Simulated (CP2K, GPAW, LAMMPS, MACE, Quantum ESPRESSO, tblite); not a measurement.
# Amorphous Ge (65 atoms) in tblite

How near does tblite come to plane waves for amorphous Ge (65 atoms)?

Calculated with tblite 0.8.0; the method is named at each step.

### Step 1. The starting structure

The cell holds 65 atoms: 65 Ge. Cell: a = 11.613 Å, b = 11.613 Å, c = 11.613 Å, α = 90.0°, β = 90.0°, γ = 90.0°. 65 atoms (65 Ge) placed at random at 5.01 g/cm³, melted at 3500 K for 10 ps at fixed volume with the Tersoff potential (Tersoff, Phys. Rev. B 39, 5566 (1989)). Quenched from 3500 K to 700 K at 5 K/ps and fixed volume, held 5 ps, then minimised at fixed cell.

The yardstick, on the same geometry:

| Property | Result |
| --- | --- |
| method | Kohn-Sham DFT, PBE, SSSP efficiency 1.3.0 pseudopotentials, plane waves (Quantum ESPRESSO 7.5); sssp-pbe-1.3.0-efficiency, cutoffs 45/360 Ry, Γ point |
| r.m.s. force component | 0.1851 eV/Å |
| longest force | 0.6546 eV/Å |
| pressure | 1.265 GPa |
| time | 14 min on 1 thread of Arm Neoverse V1, shared host |
| CPU time | 14 min |

### Step 2. GFN1-xTB

Method: GFN1-xTB tight binding, diagonalisation.

File run.py:

```python
import numpy as np
from ase.io import read
from tblite.ase import TBLite

atoms = read("structure.xyz")
atoms.calc = TBLite(method="GFN1-xTB", electronic_temperature=580, accuracy=1.0, max_iterations=250, mixer_damping=0.1, verbosity=1)
energy = atoms.get_potential_energy()
forces = atoms.get_forces()
print(f"energy {energy:.6f} eV")
print("forces (eV/A)")
for i, (a, f) in enumerate(zip(atoms, forces)):
    print(f"{i:4d} {a.symbol:2s} {f[0]:10.5f} {f[1]:10.5f} {f[2]:10.5f}")
stress = -atoms.get_stress(voigt=False) * 160.21766
print("stress (GPa, compression positive)")
for row in stress:
    print(" ".join(f"{x:10.4f}" for x in row))
print("charges (e)")
print(np.array2string(atoms.get_charges(), precision=4, suppress_small=True, max_line_width=110, threshold=100000))
```

File structure.xyz:

```xyz
65
Lattice="11.61260 0.00000 0.00000 0.00000 11.61260 0.00000 0.00000 0.00000 11.61260" Properties=species:S:1:pos:R:3 pbc="T T T"
Ge 2.50008 1.08276 8.37408
Ge 1.69428 0.47426 2.11361
Ge 9.83309 3.81218 7.31513
Ge 4.98041 11.35155 10.69195
Ge 11.50809 8.03975 10.76674
Ge 11.13021 10.98912 2.17016
Ge 7.82387 11.56150 7.15615
Ge 10.53031 4.10122 9.67306
Ge 2.47952 4.16753 1.06058
Ge 0.47948 6.44604 6.89115
Ge 1.86696 8.00097 2.69261
Ge 8.37698 1.93698 0.17907
Ge 0.94376 0.31656 10.11783
Ge 6.04517 2.06124 3.34942
Ge 8.66730 5.83173 1.68058
Ge 7.67895 2.53491 7.21456
Ge 7.06534 5.65371 9.69594
Ge 2.08934 8.60970 0.25815
Ge 5.55686 11.21661 6.37741
Ge 6.40412 6.78989 1.88391
Ge 7.80994 7.25555 7.82387
Ge 11.07110 2.09282 11.14322
Ge 2.35202 5.66695 3.09406
Ge 11.58032 10.43044 7.09007
Ge 2.56557 5.03615 10.26113
Ge 2.63606 10.99388 0.09093
Ge 3.68700 3.62917 6.21704
Ge 0.43861 5.97190 9.40098
Ge 0.65820 2.63954 1.60056
Ge 1.65723 4.76953 5.41960
Ge 4.46133 1.42498 5.09886
Ge 1.17624 0.84226 6.34362
Ge 3.61988 3.36823 8.64744
Ge 9.60130 6.29937 6.14887
Ge 5.96353 2.02152 11.09607
Ge 11.10432 8.65557 2.91209
Ge 6.71824 9.58574 10.79635
Ge 0.04494 2.95587 5.80618
Ge 5.36154 9.14899 5.01734
Ge 9.90752 11.34075 0.00267
Ge 8.27990 9.63254 8.82093
Ge 4.82016 5.31996 2.97248
Ge 9.30378 8.42924 4.63250
Ge 6.08280 3.41050 9.03333
Ge 7.79159 0.65065 2.29302
Ge 1.63401 8.61028 6.64194
Ge 9.58365 10.68162 5.66637
Ge 4.82120 3.18952 1.48920
Ge 10.71425 2.87249 3.59828
Ge 5.57242 7.34532 6.68386
Ge 9.13087 4.76198 3.93737
Ge 8.04451 9.92099 1.18959
Ge 5.35608 5.18526 5.38534
Ge 5.86088 7.29097 11.13277
Ge 4.19819 10.88914 8.37884
Ge 9.74680 0.61245 3.71917
[... 5 atom lines left out ...]
Ge 10.77266 10.07753 9.51211
Ge 3.67434 8.43052 8.12058
Ge 2.89293 9.28300 4.55609
Ge 7.14837 8.69319 3.30297
```

Command:

```sh
> OMP_NUM_THREADS=1 python run.py > output.txt
```

The program printed:

```text
------------------------------------------------------------
  cycle        total energy    energy error   density error
------------------------------------------------------------
      1     -104.0656117527  -1.0396347E+02   3.7865997E-01
      2     -109.0094578410  -4.9438461E+00   2.3787862E-01
      3     -109.7583672342  -7.4890939E-01   1.9570745E-01
      4     -109.4587226755   2.9964456E-01   1.7301250E-01
      5     -109.6060050919  -1.4728242E-01   4.4326989E-02
      6     -109.8459583607  -2.3995327E-01   1.3996233E-02
      7     -109.8480928687  -2.1345081E-03   6.7456947E-03
      8     -109.8484983938  -4.0552505E-04   6.1733786E-03
      9     -109.8488271669  -3.2877309E-04   3.7543226E-03
     10     -109.8490049371  -1.7777024E-04   6.1708727E-04
     11     -109.8490131436  -8.2064767E-06   4.1658488E-04
     12     -109.8490129481   1.9546131E-07   3.4653326E-04
     13     -109.8490129175   3.0611218E-08   1.8711354E-04
     14     -109.8490144470  -1.5295345E-06   3.9015007E-05
     15     -109.8490144860  -3.8969077E-08   2.8118314E-05
     16     -109.8490144795   6.4648589E-09   2.4272992E-05
     17     -109.8490144802  -6.7947781E-10   1.0615927E-05
------------------------------------------------------------
 total:                                   6.189 sec
energy -2989.143937 eV
forces (eV/A)
   0 Ge   -0.01205    0.04669   -0.16242
   1 Ge    0.08524    0.05266    0.18704
   2 Ge   -0.11065    0.02943    0.54798
   3 Ge   -0.25251   -0.07676    0.00494
   4 Ge    0.04423   -0.00560    0.02900
   5 Ge    0.28472    0.07688   -0.17543
   6 Ge    0.21944   -0.12443    0.03063
   7 Ge   -0.28773   -0.29645   -0.04361
   8 Ge   -0.04795   -0.13414   -0.12817
   9 Ge   -0.03601    0.23290    0.00093
  10 Ge   -0.14231    0.06765   -0.23461
  11 Ge   -0.12728   -0.02123    0.12181
  12 Ge    0.25765    0.15372    0.31512
  13 Ge   -0.37583   -0.16710    0.07192
  14 Ge    0.12657   -0.10710    0.13363
  15 Ge    0.29296   -0.07542   -0.08213
  16 Ge    0.09435   -0.04723    0.04814
  17 Ge   -0.15928   -0.00754    0.12519
  18 Ge    0.13465    0.06939   -0.10174
  19 Ge    0.09605    0.23130    0.14796
  20 Ge   -0.03022   -0.06473   -0.00764
  21 Ge    0.27266   -0.52611   -0.13055
  22 Ge    0.02599   -0.10994   -0.10702
  23 Ge    0.07902    0.07173   -0.02612
[...]
57 Ge   -0.07084    0.15273   -0.06229
  58 Ge   -0.01811   -0.05776   -0.11200
  59 Ge   -0.01563   -0.22705   -0.16868
  60 Ge    0.23901   -0.07162    0.01758
  61 Ge   -0.06369   -0.01894   -0.05846
  62 Ge   -0.07012   -0.03673    0.13753
  63 Ge    0.22877   -0.10089    0.00135
  64 Ge    0.03774    0.15242   -0.21883
stress (GPa, compression positive)
    3.2948     0.9655     1.2957
    0.9655     1.9398    -0.0557
    1.2957    -0.0557     1.6078
charges (e)
[-0.0079 -0.0351 -0.0077 -0.0035 -0.0016 -0.0527 -0.0343 -0.0579  0.0746  0.0152  0.0345  0.0144 -0.0378
 -0.0187 -0.0121  0.0415 -0.0274 -0.0123 -0.0107 -0.0323  0.0626  0.039  -0.0007  0.0132  0.0238 -0.0054
 -0.0279  0.0073  0.001  -0.0172  0.0026 -0.0175  0.0241  0.0506  0.0246 -0.0732 -0.0556 -0.0254 -0.0229
  0.1256  0.0302  0.0144  0.0421  0.0126  0.0263 -0.0297 -0.014  -0.0284 -0.026   0.0041  0.0362  0.0499
 -0.058  -0.0154 -0.0448 -0.054  -0.0147 -0.0064  0.0092 -0.0175  0.0063  0.0331  0.043   0.0241  0.0211]
```

It took 6.8 s on 1 thread of Arm Neoverse V1, shared host; peak memory 0.13 GiB.

Banners, paths, timers and routine set-up lines are dropped from the logs unmarked, and long logs keep their key lines alone; longer cuts are marked.

Numbers from this run, and their distance from the reference:

```
r.m.s. force component                  : 0.1502 eV/Å
r.m.s. difference of force components   : 97.78 meV/Å
longest difference of force vectors     : 360 meV/Å
force difference over r.m.s. force      : 52.81 %
slope of forces against the reference's : 0.6895
correlation of force components         : 0.8501
pressure                                : 2.281 GPa
pressure difference                     : 1.016 GPa
```

The surroundings of Ge34, which has 5 bonded neighbours where the commonest count for Ge is 4, nearest first, numbered as they follow in the input and with coordinates relative to it.

| atom | x | y | z | distance (Å) | bonds | Mulliken charge (e) | Fx | Fy | Fz (eV/Å) |
| --- | --- | --- | --- | --- | --- | --- | --- | --- | --- |
| Ge34 | 0.00 | 0.00 | 0.00 | 0.00 | 5 | 0.05 | 0.159 | -0.271 | -0.069 |
| Ge10 | 2.49 | 0.15 | 0.74 | 2.60 | 4 | 0.02 | -0.036 | 0.233 | 0.001 |
| Ge43 | -0.30 | 2.13 | -1.52 | 2.63 | 4 | 0.04 | -0.194 | 0.096 | -0.057 |
| Ge21 | -1.79 | 0.96 | 1.68 | 2.63 | 4 | 0.06 | -0.030 | -0.065 | -0.008 |
| Ge51 | -0.47 | -1.54 | -2.21 | 2.73 | 4 | 0.04 | 0.004 | -0.050 | -0.034 |
| Ge3 | 0.23 | -2.49 | 1.17 | 2.76 | 4 | -0.01 | -0.111 | 0.029 | 0.548 |
| Ge61 | -2.42 | -2.69 | -1.18 | 3.81 | 4 | 0.01 | 0.239 | -0.072 | 0.018 |
| Ge38 | 2.06 | -3.34 | -0.34 | 3.94 | 4 | -0.03 | 0.035 | 0.006 | 0.049 |
| Ge30 | 3.67 | -1.53 | -0.73 | 4.04 | 4 | -0.02 | 0.086 | -0.115 | 0.008 |

Atoms are counted from 1 here, from 0 in the log.

Forces lie 53 % from the reference's, at 0.0080 times its CPU time.

### Step 3. What came out

```json
{
 "force difference from the reference": "tblite GFN1-xTB, 53 %",
 "its CPU time": "6.8 s"
}
```

In words: Tight binding differs by 53 % (tblite GFN1-xTB); it is another model, with fitted parameters of its own, and the xTB methods hold dispersion. One electronic-structure run takes under half the reference's CPU time: tblite GFN1-xTB, at 53 % in 6.8 s against 14 min. Periodic xTB results under one method name differ between programs and library versions. The reference's pressure holds the uncorrected Pulay stress of its 45 Ry basis, so small pressure differences, and their order, may be the reference's own error. The quench rate of 5 K/ps is many orders above laboratory rates, so the cell is likely richer in defects and strain than a real sample. The network of bonds at the start is that of the classical potential that made the cell, and needn't be the one that DFT or experiment would give. The electronic-structure runs sample only Γ, in a cell whose shortest periodic width is 12 Å, which is coarse for a cell with partly filled levels.

[Also dropped from logs without a mark: logging warnings of Python, and SIESTA's first energy breakdown and zero terms.]

[Logs are printed without paths, hosts, clocks, repeated set-up lines and the standing remarks that a program may print on its own settings, such as how far it seeks lower states.]

[Hosts, paths, dates, database ids (printed as entryN), source tags and the programs' standing remarks are cut or masked in the printed files.]
